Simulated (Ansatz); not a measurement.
Rows from a G0W0 calculation on GaN (F-43m) (Ansatz 0.2.0; G0W0 on PBE+U, plane waves, PAW; PAW set soft_1; 8×8×8 mesh, 95 empty bands, screening to 150 eV, PAW set soft_1 files), in eV. Spin-orbit coupling is left out.

```csv
row,k,band,start,Σx,Σc at the solution,Vxc
A,Γ,c1,11.359,-11.606,-3.598,-15.709
B,Γ,c2,19.960,-7.880,-5.350,-13.902
C,Γ,v1,9.618,-23.655,2.919,-20.133
```

Question: Give the quasiparticle energies and the shift of each level.

The quasiparticle equation reads E = start + Σx + Σc(E) − Vxc.

```csv
row,E (eV),shift (eV)
A,11.864,+0.504
B,20.631,+0.671
C,9.015,−0.603
```

Limits: not at the basis limit; no spin-orbit coupling.

[Paths, hosts, dates, memory and timing lines, banners, echoed tables and standing remarks are left out of the program output.]

[Logs are printed without paths, hosts, clocks, repeated set-up lines and the standing remarks that a program may print on its own settings, such as how far it seeks lower states.]

[Runs of the session that timed out or met a known fault of the program may be left out.]

[Cells called generated may have been cut or substituted from an entry of the Crystallography Open Database or the Materials Project.]

[Hosts, paths, dates, database ids (printed as entryN), source tags and the programs' standing remarks are cut or masked in the printed files.]
